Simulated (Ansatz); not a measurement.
# KTaO3 (Pm-3m): zone-centre modes under pressure

Aim: how do the optical modes of KTaO3 (Pm-3m) move with volume?

Program: Ansatz 0.2.0. Level of theory: DFT PBE, scalar-relativistic, plane waves, PAW; PAW set soft_1. Results are calculated unless marked as measured.

**1. Starting point**

Symmetry: Pm-3m, No. 221, cubic system. Conventional cell: a = 3.988 Å, b = 3.988 Å, c = 3.988 Å, α = 90.00°, β = 90.00°, γ = 90.00°. O has 2 Ta at 1.99 Å and 4 K at 2.82 Å nearest. K has 12 O at 2.82 Å nearest. Ta has 6 O at 1.99 Å nearest. Farther neighbours and most contacts between anions are not listed.

**2. Relaxation**

Harmonic phonons are second derivatives at a point where the forces vanish, and they are wanted at zero stress, so atoms and cell are relaxed first.

Contents of input.yaml:

```yaml
crystal:
  lattice:
    - [3.9883, 0.0, 0.0]
    - [0.0, 3.9883, 0.0]
    - [0.0, 0.0, 3.9883]
  atoms:
    - { symbol: O, position: [0.5, 0.0, 0.0] }
    - { symbol: O, position: [0.0, 0.5, 0.0] }
    - { symbol: O, position: [0.0, 0.0, 0.5] }
    - { symbol: K, position: [0.5, 0.5, 0.5] }
    - { symbol: Ta, position: [0.0, 0.0, 0.0] }
kpoints:
  mp_grid: { grid: [8, 8, 8] }
hamiltonian:
  xc: pbe
  pseudopotentials: { kind: paw, azcp: { folder: soft_1 } }
scf:
  occupations: { method: gaussian, width: 0.02 }
output:
  forces: true
  stress: true
  eigenvalues: true
relax:
  adjacent_minimum: "off"
  f_tol: 0.005
  max_steps: 80
  cell: { stress_tol: 0.05 }
```

The run is started by

```
$ ansatz run input.yaml --threads 4 --pin off --max-ram 16384MiB --backend cpu --events-out ev --progress --plain --runs-dir out
```

Numbers of over 12 decimals in the logs are rounded to 6 here.

What it wrote:

```text
Engine: ansatz 0.2.0, x86_64-unknown-linux-gnu
Pseudopotentials: kind: paw
Pseudopotential: O, paw, valence charge 6, recommended cutoff 420 eV (normal), soft_1/O.paw.azcp
Pseudopotential: K, paw, valence charge 9, recommended cutoff 420 eV (normal), soft_1/K.paw.azcp
Pseudopotential: Ta, paw, valence charge 13, recommended cutoff 420 eV (normal), soft_1/Ta.paw.azcp
Functional definition: PBE
  parameter kappa = 0.804
  parameter beta = 0.066725
  exchange = pbe_x(kappa = kappa, mu = beta*pi^2/3)
  correlation = pbe_c(beta = beta)
Crystal: 5 atoms, lattice volume = 63.440 Å³
Basis set: ecut = 420 eV, 1237 PW (Γ), exchange–correlation on 54×54×54 points (8 copies of the dense FFT grid, shifted against one another)
Bands: 25, of which v1, the nominal top of the filled ones, is band 20 counted from 1 (19 counted from 0)
Symmetry: 48 space group operations
Space group: Pm-3m (ITA 221), of the structure as read, at distance tolerance 4.0e-5 Å
k-points: 35 of 512
Non-local potential: O, projectors of the file, l = 0: 2, l = 1: 2, l = 2: 1
Non-local potential: K, projectors of the file, l = 0: 3, l = 1: 2, l = 2: 2
Non-local potential: Ta, projectors of the file, l = 0: 3, l = 1: 2, l = 2: 2, l = 3: 1
PAW form: soft (Blöchl's): semilocal exchange-correlation on the pseudo side does not see the compensation charge
PAW one-centre angular grid: O, 110 points (default); XC on 64 Gauss nodes
PAW one-centre angular grid: K, 110 points (default); XC on 64 Gauss nodes
PAW one-centre angular grid: Ta, 590 points (default); XC on 64 Gauss nodes
Initial density: superposition of atomic densities (chi_scale 0.1, normalization cell, long waves kept (reshape's long-wave potential 0.00 eV rms))
Initial wavefunctions: pseudopotential atomic-orbital guess
Functional: x = pbe(κ = 0.804, μ = 0.219515), c = pbe(β = 0.066725)
SCF iter   1: F=—  HF=-13179.722022 eV  |F-HF|=—  |Δ(HF+E_count)|=         —  Δρ=5.73e-2  dr2=2.07e0  ethr=3.10e-3  ⟨swp⟩=7.2  Hψ=4420  notcnv=0
preconditioner: auto → Resta (q_TF=auto, 2.526 Å⁻¹)  ε∞=4.4  [insulator: Δε(μ)=2.777 eV  Ē_g=13.847 eV  σ=0.020 eV  W_gap=1.00  n_scr=18 (ndim 8)  ℏωp=25.5 eV  f_vac=0.000  D(μ)=0.00/eV (n_scr^D=0)  ε∞_Penn≈4.4]
SCF iter   2: F=—  HF=-13179.320659 eV  |F-HF|=—  |Δ(HF+E_count)|=   4.01e-1  Δρ=3.06e-2  dr2=5.05e-1  ethr=3.10e-3  ⟨swp⟩=2.2  Hψ=1733  notcnv=0  defer=35
SCF iter   3: F=—  HF=-13179.246143 eV  |F-HF|=—  |Δ(HF+E_count)|=   7.45e-2  Δρ=1.38e-2  dr2=1.15e-1  ethr=1.26e-3  ⟨swp⟩=2.7  Hψ=1563  notcnv=0  defer=35
SCF iter   4: F=—  HF=-13179.230814 eV  |F-HF|=—  |Δ(HF+E_count)|=   1.53e-2  Δρ=4.22e-3  dr2=7.33e-3  ethr=2.86e-4  ⟨swp⟩=2.4  Hψ=1456  notcnv=0  defer=35
SCF iter   5: F=—  HF=-13179.233042 eV  |F-HF|=—  |Δ(HF+E_count)|=   2.23e-3  Δρ=5.73e-4  dr2=1.88e-4  ethr=1.83e-5  ⟨swp⟩=2.3  Hψ=1412  notcnv=0  defer=35
SCF iter   6: F=—  HF=-13179.233239 eV  |F-HF|=—  |Δ(HF+E_count)|=   1.97e-4  Δρ=1.20e-4  dr2=8.96e-6  ethr=4.70e-7  ⟨swp⟩=2.0  Hψ=1394  notcnv=0  defer=35
SCF iter   7: F=—  HF=-13179.232050 eV  |F-HF|=—  |Δ(HF+E_count)|=   1.19e-3  Δρ=2.87e-5  dr2=3.25e-7  ethr=2.24e-8  ⟨swp⟩=2.1  Hψ=1539  notcnv=0  defer=33
SCF iter   8: F=-13179.232050 eV  HF=-13179.232050 eV  |F-HF|=2.22e-8  |Δ(HF+E_count)|=   1.61e-7  Δρ=5.18e-6  dr2=2.21e-8  ethr=2.50e-10  ⟨swp⟩=10.7  Hψ=4073  notcnv=0
SCF 1 converged in 8 iterations: F = -13179.232050 eV  dr2 = 2.21e-8
  greatest PAW one-centre occupation: 1.000 electrons in one spin orbital (limit 2), on the Ta atom at site 4 (counted from 0), in its partial waves of l = 0
relax step   1: F+E_penalty+E_count = -13179.23205043 eV  Δ(F+E_penalty+E_count) = +0.000e0 eV  max|allowed force component| = 1.763e-29 eV/Å  Δτ_max = 0.0000 Å  P = +5.234 GPa  Ω = 63.440 Å³  (8 SCF iters, dr2 threshold 1.00e-7 eV, accepted)
Crystal: 5 atoms, lattice volume = 65.446 Å³
Basis set: ecut = 420 eV, 1309 PW (Γ), exchange–correlation on 54×54×54 points (8 copies of the dense FFT grid, shifted against one another)
Initial density: handed on by an earlier stage of this run
Initial wavefunctions: those handed on with the density
iter 1 solved again at ethr=2.66e-5 eV; its pass at ethr=3.10e-3 eV (dr2=1.07e-2 eV) is discarded
SCF iter   1: F=—  HF=-13179.257327 eV  |F-HF|=—  |Δ(HF+E_count)|=         —  Δρ=4.72e-3  dr2=1.05e-2  ethr=2.66e-5  ⟨swp⟩=2.1  Hψ=4923  notcnv=0
preconditioner: auto → Resta (q_TF=auto, 2.513 Å⁻¹)  ε∞=4.7  [insulator: Δε(μ)=2.142 eV  Ē_g=12.991 eV  σ=0.020 eV  W_gap=1.00  n_scr=18 (ndim 8)  ℏωp=25.1 eV  f_vac=0.016  D(μ)=0.00/eV (n_scr^D=0)  ε∞_Penn≈4.7]
SCF iter   2: F=—  HF=-13179.254617 eV  |F-HF|=—  |Δ(HF+E_count)|=   2.71e-3  Δρ=1.48e-3  dr2=1.55e-3  ethr=2.64e-5  ⟨swp⟩=2.1  Hψ=1513  notcnv=0
SCF iter   3: F=—  HF=-13179.254285 eV  |F-HF|=—  |Δ(HF+E_count)|=   3.32e-4  Δρ=7.76e-4  dr2=3.80e-4  ethr=3.88e-6  ⟨swp⟩=2.0  Hψ=969  notcnv=0
SCF iter   4: F=—  HF=-13179.253107 eV  |F-HF|=—  |Δ(HF+E_count)|=   1.18e-3  Δρ=1.73e-4  dr2=1.48e-5  ethr=9.49e-7  ⟨swp⟩=2.0  Hψ=1400  notcnv=0
SCF iter   5: F=—  HF=-13179.253121 eV  |F-HF|=—  |Δ(HF+E_count)|=   1.37e-5  Δρ=3.10e-5  dr2=6.53e-7  ethr=3.69e-8  ⟨swp⟩=2.1  Hψ=1323  notcnv=0
SCF iter   6: F=-13179.253122 eV  HF=-13179.253122 eV  |F-HF|=2.44e-8  |Δ(HF+E_count)|=   6.50e-7  Δρ=6.41e-6  dr2=3.03e-8  ethr=1.25e-9  ⟨swp⟩=6.3  Hψ=3515  notcnv=0
SCF 2 converged in 6 iterations: F = -13179.253122 eV  dr2 = 3.03e-8
relax step   2: F+E_penalty+E_count = -13179.25312163 eV  Δ(F+E_penalty+E_count) = -2.107e-2 eV  max|allowed force component| = 1.068e-29 eV/Å  Δτ_max = 0.0000 Å  P = -1.069 GPa  Ω = 65.446 Å³  energy of the carried Pulay correction = -3.943e-3 eV  (6 SCF iters, dr2 threshold 5.00e-7 eV, accepted)
Crystal: 5 atoms, lattice volume = 65.097 Å³
iter 1 solved again at ethr=9.16e-7 eV; its pass at ethr=3.10e-3 eV (dr2=3.66e-4 eV) is discarded
SCF iter   1: F=—  HF=-13179.256255 eV  |F-HF|=—  |Δ(HF+E_count)|=         —  Δρ=7.99e-4  dr2=2.94e-4  ethr=9.16e-7  ⟨swp⟩=2.1  Hψ=4686  notcnv=0
preconditioner: auto → Resta (q_TF=auto, 2.516 Å⁻¹)  ε∞=4.7  [insulator: Δε(μ)=2.174 eV  Ē_g=13.033 eV  σ=0.020 eV  W_gap=1.00  n_scr=18 (ndim 8)  ℏωp=25.2 eV  f_vac=0.012  D(μ)=0.00/eV (n_scr^D=0)  ε∞_Penn≈4.7]
SCF iter   2: F=—  HF=-13179.255028 eV  |F-HF|=—  |Δ(HF+E_count)|=   1.23e-3  Δρ=2.54e-4  dr2=4.46e-5  ethr=7.35e-7  ⟨swp⟩=2.0  Hψ=1364  notcnv=0
SCF iter   3: F=—  HF=-13179.255019 eV  |F-HF|=—  |Δ(HF+E_count)|=   9.45e-6  Δρ=1.32e-4  dr2=1.07e-5  ethr=1.12e-7  ⟨swp⟩=2.1  Hψ=1044  notcnv=0
SCF iter   4: F=-13179.255018 eV  HF=-13179.255018 eV  |F-HF|=3.17e-7  |Δ(HF+E_count)|=   1.10e-6  Δρ=2.95e-5  dr2=4.12e-7  ethr=1.25e-9  ⟨swp⟩=4.2  Hψ=4096  notcnv=0
SCF 3 converged in 4 iterations: F = -13179.255018 eV  dr2 = 4.12e-7
relax step   3: F+E_penalty+E_count = -13179.25501813 eV  Δ(F+E_penalty+E_count) = -1.896e-3 eV  max|allowed force component| = 2.603e-30 eV/Å  Δτ_max = 0.0000 Å  P = -0.044 GPa  Ω = 65.097 Å³  energy of the carried Pulay correction = -3.265e-3 eV  (4 SCF iters, dr2 threshold 5.00e-7 eV, accepted)
[...]
relax step   4: F+E_penalty+E_count = -13179.25886290 eV  Δ(F+E_penalty+E_count) = -3.845e-3 eV  max|allowed force component| = 6.138e-30 eV/Å  Δτ_max = 0.0000 Å  P = +0.068 GPa  Ω = 65.097 Å³  stress off target by 6.84e-2 GPa  SCF on the basis re-selected at this cell (its energy is not comparable with the rows above)  (7 SCF iters)
[...]
relax step   5: F+E_penalty+E_count = -13179.25882253 eV  Δ(F+E_penalty+E_count) = +4.037e-5 eV  max|allowed force component| = 2.524e-30 eV/Å  Δτ_max = 0.0000 Å  P = +0.001 GPa  Ω = 65.120 Å³  energy of the carried Pulay correction = -4.535e-5 eV  (5 SCF iters, dr2 threshold 1.17e-8 eV, accepted)
iter 1 solved again at ethr=2.31e-9 eV; its pass at ethr=3.10e-3 eV (dr2=9.25e-7 eV) is discarded
SCF iter   1: F=—  HF=-13179.259998 eV  |F-HF|=—  |Δ(HF+E_count)|=         —  Δρ=2.66e-5  dr2=1.90e-7  ethr=2.31e-9  ⟨swp⟩=3.7  Hψ=7045  notcnv=0
SCF iter   2: F=—  HF=-13179.258841 eV  |F-HF|=—  |Δ(HF+E_count)|=   1.16e-3  Δρ=1.85e-5  dr2=1.72e-7  ethr=4.74e-10  ⟨swp⟩=3.0  Hψ=1800  notcnv=0
SCF iter   3: F=—  HF=-13179.258841 eV  |F-HF|=—  |Δ(HF+E_count)|=   2.39e-8  Δρ=8.96e-6  dr2=3.05e-8  ethr=4.30e-10  ⟨swp⟩=1.9  Hψ=927  notcnv=0
SCF iter   4: F=—  HF=-13179.258841 eV  |F-HF|=—  |Δ(HF+E_count)|=  8.15e-10  Δρ=5.17e-6  dr2=7.25e-9  ethr=7.62e-11  ⟨swp⟩=1.7  Hψ=907  notcnv=0
SCF iter   5: F=-13179.258841 eV  HF=-13179.258841 eV  |F-HF|=2.91e-11  |Δ(HF+E_count)|=   2.24e-9  Δρ=2.57e-7  dr2=3.36e-11  ethr=1.00e-12  ⟨swp⟩=3.8  Hψ=4028  notcnv=0
SCF 6 converged in 5 iterations: F = -13179.258841 eV  dr2 = 3.36e-11
relax step   6: F+E_penalty+E_count = -13179.25884127 eV  Δ(F+E_penalty+E_count) = -1.874e-5 eV  max|allowed force component| = 3.892e-30 eV/Å  Δτ_max = 0.0000 Å  P = +0.001 GPa  Ω = 65.120 Å³  stress off target by 1.04e-3 GPa  SCF on the basis re-selected at this cell (its energy is not comparable with the rows above)  (5 SCF iters)
basis re-selected at this cell: Δ(F+E_penalty+E_count) = -1.874e-5 eV, ΔP = +0.001 GPa vs the last step (what re-selecting the basis moved, of the pressure what is left beyond the Pulay correction that the steps carried, after the strain that the cell walked since its last selection, with what the two solves' SCF thresholds leave and, on support functions, any second-order correction that the steps lacked; it is no m [...]
SCF converged after 5 iterations
Free energy (F): -13179.258841 eV
Harris-Foulkes:  -13179.258841 eV  (|F-HF|=2.91e-11)
Internal energy: -13179.258841 eV  (E = F + TS)
E sigma→0 (E₀):  -13179.258841 eV
Fermi energy:    9.459623 eV
--- Per-component energies (eV) ---
  E_band       = -268.468987
  E_kinetic    = 1147.968838
  E_local      = -2247.677315  (includes V_loc(G=0)·N_el)
  E_nonlocal   = 160.534920
  E_hartree    = 802.829524
  E_xc         = -670.876131
  E_vxc        = -672.333242  (∫ρ·V_xc dr)
  E_paw        = -9575.177803  (= ΣΔE_a)
  E_vpaw       = -262.623564  (= ΣTr[D̂ρ^β])
  E_aug_tail   = 0.002429  (compensation charges beyond the density's cutoff)
  E_ewald      = -2796.863304
  E_smearing   = -0.000000  (= −TS)
  E_closure    = -0.000000  (closes the sum)
  Σ components = -13179.258841   (vs F -13179.258841, Δ=0.00e0)
--- Forces (eV/Å), atoms counted from 1 ---
  atom   1  O      0.00000000     0.00000000     0.00000000
  atom   2  O     -0.00000000    -0.00000000     0.00000000
  atom   3  O      0.00000000     0.00000000     0.00000000
  atom   4  K     -0.00000000    -0.00000000     0.00000000
  atom   5  Ta     0.00000000    -0.00000000     0.00000000
  max |Σ_I F_I| component: 5.26e-30 eV/Å
--- Stress (GPa, compression-positive) ---
        0.001037      -0.000000       0.000000
       -0.000000       0.001037       0.000000
        0.000000       0.000000       0.001037
  P = ⅓ Tr σ = 0.0010 GPa (0.010 kbar)
--- Band table (eV; the first three rows and the last of 35) ---
  k-point 0: bands = [... 16 lower, 7.3552, 7.7392, 7.7392, 7.7392, 10.5451, 10.5451, 10.5451, 14.8034, ... 1 higher]
  k-point 1: bands = [... 16 lower, 7.2879, 7.3182, 7.6611, 7.6611, 10.5658, 11.0067, 11.0067, 14.9122, ... 1 higher]
  k-point 2: bands = [... 16 lower, 6.7461, 7.1321, 7.5884, 7.5884, 10.6167, 11.9722, 11.9722, 14.9267, ... 1 higher]
  k-point 34: bands = [... 16 lower, 4.5667, 8.3741, 8.3741, 8.3741, 14.6544, 14.6544, 14.6544, 17.2091, ... 1 higher]
--- Relaxed structure (4 steps of the walk, 4 accepted, 2 SCFs on fresh bases) ---
  F+E_penalty+E_count = -13179.25884127 eV   max|allowed force component| = 3.892e-30 eV/Å   (the final SCF, on the basis selected at the relaxed cell)
  cell:  # Å, volume = 65.1201 Å³
    - [4.023200, 0, 0]
    - [0, 4.023200, 0.0]
    - [0, 0.0, 4.023200]
  atoms:
    - { symbol: O, position: [0.5, 0, 0] }
    - { symbol: O, position: [0, 0.5, 0] }
    - { symbol: O, position: [0, 0, 0.5] }
    - { symbol: K, position: [0.5, 0.5, 0.5] }
    - { symbol: Ta, position: [0, 0, 0] }
```

Wall time 8.7 s (4 threads of Intel Xeon Platinum 8259CL at 2.50GHz (Skylake/Cascade Lake), shared host); peak memory 0.47 GiB; 30 s of CPU time.

The steps of the relaxation:

| step | energy less that of the first step (eV) | largest force component (eV/Å) | pressure (GPa) | volume (Å³) |
| --- | --- | --- | --- | --- |
| 1 | 0.0000 | 0.0000 | 5.23 | 63.44 |
| 2 | -0.0211 | 0.0000 | -1.07 | 65.45 |
| 3 | -0.0230 | 0.0000 | -0.04 | 65.10 |
| 4* | -0.0268 | 0.0000 | 0.07 | 65.10 |
| 5 | -0.0268 | 0.0000 | 0.00 | 65.12 |
| 6* | -0.0268 | 0.0000 | 0.00 | 65.12 |

Relaxation steps marked * repeat the geometry before them on a plane-wave basis chosen anew for their cell, so energy and pressure can jump there.

Forces are held to the 48 operations that the run works with; a distortion that breaks them can't arise in this run.

| conventional cell, symmetrised | before | after | change |
| --- | --- | --- | --- |
| a (Å) | 3.988 | 4.023 | +0.9 % |
| b (Å) | 3.988 | 4.023 | +0.9 % |
| c (Å) | 3.988 | 4.023 | +0.9 % |
| volume (Å³/atom) | 12.69 | 13.02 | +2.6 % |

Final coordinates:

```cif
data_structure
_symmetry_space_group_name_H-M 'P 1'
_symmetry_Int_Tables_number 1
_cell_length_a 4.0232
_cell_length_b 4.0232
_cell_length_c 4.0232
_cell_angle_alpha 90.000
_cell_angle_beta 90.000
_cell_angle_gamma 90.000
_cell_volume 65.12
loop_
_atom_site_label
_atom_site_type_symbol
_atom_site_fract_x
_atom_site_fract_y
_atom_site_fract_z
_atom_site_occupancy
O1 O 0.50000 0.00000 0.00000 1
O2 O 0.00000 0.50000 0.00000 1
O3 O 0.00000 0.00000 0.50000 1
K4 K 0.50000 0.50000 0.50000 1
Ta5 Ta 0.00000 0.00000 0.00000 1
```

This step gave:

* pressure: 0.001037 GPa
* gap on the k-mesh: 2.171 eV
* volume per atom: 13.02 Å³

In this step the volume went from 12.69 to 13.02 Å³/atom.

**3. Tight relaxation**

Phonons need small forces and stress, so the relaxation is finished with tight tolerances on 8×8×8 k points.

Contents of input.yaml:

```yaml
crystal:
  lattice:
    - [4.0231997987, 0.0, 0.0]
    - [0.0, 4.0231997987, 0.0]
    - [0.0, 0.0, 4.0231997987]
  atoms:
    - { symbol: O, position: [0.5, 0.0, 0.0] }
    - { symbol: O, position: [0.0, 0.5, 0.0] }
    - { symbol: O, position: [0.0, 0.0, 0.5] }
    - { symbol: K, position: [0.5, 0.5, 0.5] }
    - { symbol: Ta, position: [0.0, 0.0, 0.0] }
kpoints:
  mp_grid: { grid: [8, 8, 8] }
hamiltonian:
  xc: pbe
  pseudopotentials: { kind: paw, azcp: { folder: soft_1 } }
scf:
  occupations: { method: fixed }
output:
  forces: true
  stress: true
  eigenvalues: true
  write_density: true
  write_potential: true
  elf: true
  volumetric_format: npy
relax:
  adjacent_minimum: "off"
  f_tol: 0.001
  max_steps: 60
  cell: { stress_tol: 0.01 }
```

What it wrote:

```text
[...]
Crystal: 5 atoms, lattice volume = 65.120 Å³
Basis set: ecut = 420 eV, 1309 PW (Γ), exchange–correlation on 54×54×54 points (8 copies of the dense FFT grid, shifted against one another)
Bands: 25, of which v1, the nominal top of the filled ones, is band 20 counted from 1 (19 counted from 0)
Symmetry: 48 space group operations
[...]
k-points: 35 of 512
[...]
--- Relaxed structure (1 steps of the walk, 1 accepted, 1 SCFs on fresh bases) ---
[...]
cell:  # Å, volume = 65.1201 Å³
    - [4.0231997987, 0.0, 0.0]
    - [0.0, 4.0231997987, 0.0]
    - [0.0, 0.0, 4.0231997987]
  atoms:
    - { symbol: O, position: [0.500000, 0.0, 0.0] }
    - { symbol: O, position: [0.0, 0.500000, 0.0] }
    - { symbol: O, position: [0.0, 0.0, 0.500000] }
    - { symbol: K, position: [0.500000, 0.500000, 0.500000] }
    - { symbol: Ta, position: [0.0, 0.0, 0.0] }
[key lines of the parts left out:]
SCF converged after 10 iterations
Free energy (F): -13179.258841 eV
Fermi energy:    8.374148 eV
P = ⅓ Tr σ = 0.0011 GPa (0.011 kbar)
```

Wall time 3.7 s (4 threads); peak memory 0.43 GiB.

Little changed from the start: no atom moved by 0.005 Å and no cell edge by 0.1 %.

This step gave:

| Item | Value |
| --- | --- |
| pressure | 0.001050 GPa |

Valence density in the ac plane at fractional y = 0.000, with atoms of O and Ta within 0.2 Å of it. It is the smooth field of the valence electrons, not physical close to the nuclei.

Values in e/Å³, 14 rows by 14 columns, each cell a mean:
```
4.4 4.5 2.6 1.0 0.9 2.1 5.2 6.3 3.9 1.7 0.7 1.2 3.6 4.6
4.0 3.3 1.4 0.6 0.6 1.1 2.4 2.8 1.8 0.9 0.5 0.7 2.2 3.6
1.5 1.1 0.5 0.3 0.2 0.4 0.6 0.7 0.5 0.3 0.2 0.3 0.7 1.2
0.9 0.7 0.4 0.2 0.1 0.2 0.2 0.2 0.2 0.1 0.2 0.2 0.5 0.7
2.1 1.5 0.6 0.3 0.1 0.1 0.1 0.1 0.1 0.1 0.1 0.3 0.9 1.7
5.0 3.4 1.1 0.4 0.1 0.1 0.0 0.0 0.0 0.1 0.2 0.5 1.8 3.9
8.0 5.4 1.6 0.5 0.1 0.1 0.0 0.0 0.0 0.1 0.2 0.7 2.8 6.3
6.6 4.4 1.4 0.4 0.1 0.1 0.0 0.0 0.0 0.1 0.2 0.6 2.4 5.2
2.7 1.9 0.7 0.3 0.1 0.1 0.1 0.1 0.1 0.1 0.2 0.4 1.1 2.1
1.1 0.8 0.4 0.2 0.1 0.1 0.1 0.1 0.1 0.1 0.1 0.2 0.6 0.9
1.2 0.9 0.4 0.2 0.2 0.3 0.4 0.5 0.4 0.3 0.2 0.3 0.6 1.0
3.0 2.3 0.9 0.4 0.4 0.7 1.4 1.6 1.1 0.6 0.4 0.5 1.4 2.6
4.6 4.4 2.3 0.9 0.8 1.9 4.4 5.4 3.4 1.5 0.7 1.1 3.3 4.5
3.6 4.6 3.0 1.2 1.1 2.7 6.6 8.0 5.0 2.1 0.9 1.5 4.0 4.4
```
Columns run along a (4.0 Å), rows up along c (4.0 Å). Atoms in or near the plane, at fractional coordinates: O at (0.50, 0.00), O at (0.00, 0.50), Ta at (0.00, 0.00).

Electrostatic potential energy in the ac plane at fractional y = 0.000, with atoms of O and Ta within 0.2 Å of it. With pseudopotentials it is smooth inside the atoms' cores, unlike the true potential.

Values in eV, 14 rows by 14 columns, each cell a mean:
```
-50 -49 -31 -11   2 -14 -29 -33 -25  -8   0 -15 -40 -49
-44 -38 -20  -4   6   2 -15 -19  -9   4   3  -8 -28 -40
-18 -14  -3   4  10  12  11  10  12  11   8   3  -8 -15
 -1   1   5   9  12  13  14  14  13  13  11   8   3   0
-13  -5   9  12  13  14  14  14  14  14  13  11   4  -8
-29 -23   1  12  14  14  14  14  14  14  13  12  -9 -25
-40 -30  -7  11  14  14  14  13  14  14  14  10 -19 -33
-35 -27  -4  12  14  14  14  14  14  14  14  11 -15 -29
-19 -11   8  12  13  14  14  14  14  14  13  12   2 -14
 -1   3   8  10  12  13  14  14  14  13  12  10   6   2
-13  -9   0   6  10  12  12  11  12  12   9   4  -4 -11
-35 -29 -13   0   8   8  -4  -7   1   9   5  -3 -20 -31
-50 -47 -29  -9   3 -11 -27 -30 -23  -5   1 -14 -38 -49
-50 -50 -35 -13  -1 -19 -35 -40 -29 -13  -1 -18 -44 -50
```
Columns run along a (4.0 Å; values clipped at the 3rd and 97th percentile), rows up along c (4.0 Å). Atoms in or near the plane, at fractional coordinates: O at (0.50, 0.00), O at (0.00, 0.50), Ta at (0.00, 0.00).

ELF in the ac plane at fractional y = 0.000, with atoms of O and Ta within 0.2 Å of it. It is the smooth field of the valence electrons, not physical close to the nuclei.

Ten even steps from '0' (0.01) to '9' (0.81), each cell a mean:
```
47836986994496
99625999993389
54213689851134
43211255421134
99841001002599
89972000004899
47983000015996
68983000005898
99851000002699
66420133211356
43112588741123
88414899982268
58836987993497
15846964894594
```
Columns run along a (4.0 Å), rows up along c (4.0 Å). Atoms in or near the plane, at fractional coordinates: O at (0.50, 0.00), O at (0.00, 0.50), Ta at (0.00, 0.00).

The forces vanish by symmetry and the pressure is 0.001 GPa, within the tolerances set. The cell now holds 13.02 Å³/atom.

(Continued in part 2 of 3.)

[Logs are printed without paths, hosts, clocks, repeated set-up lines and the standing remarks that a program may print on its own settings, such as how far it seeks lower states.]

[Hosts, paths, dates, database ids (printed as entryN), source tags and the programs' standing remarks are cut or masked in the printed files.]
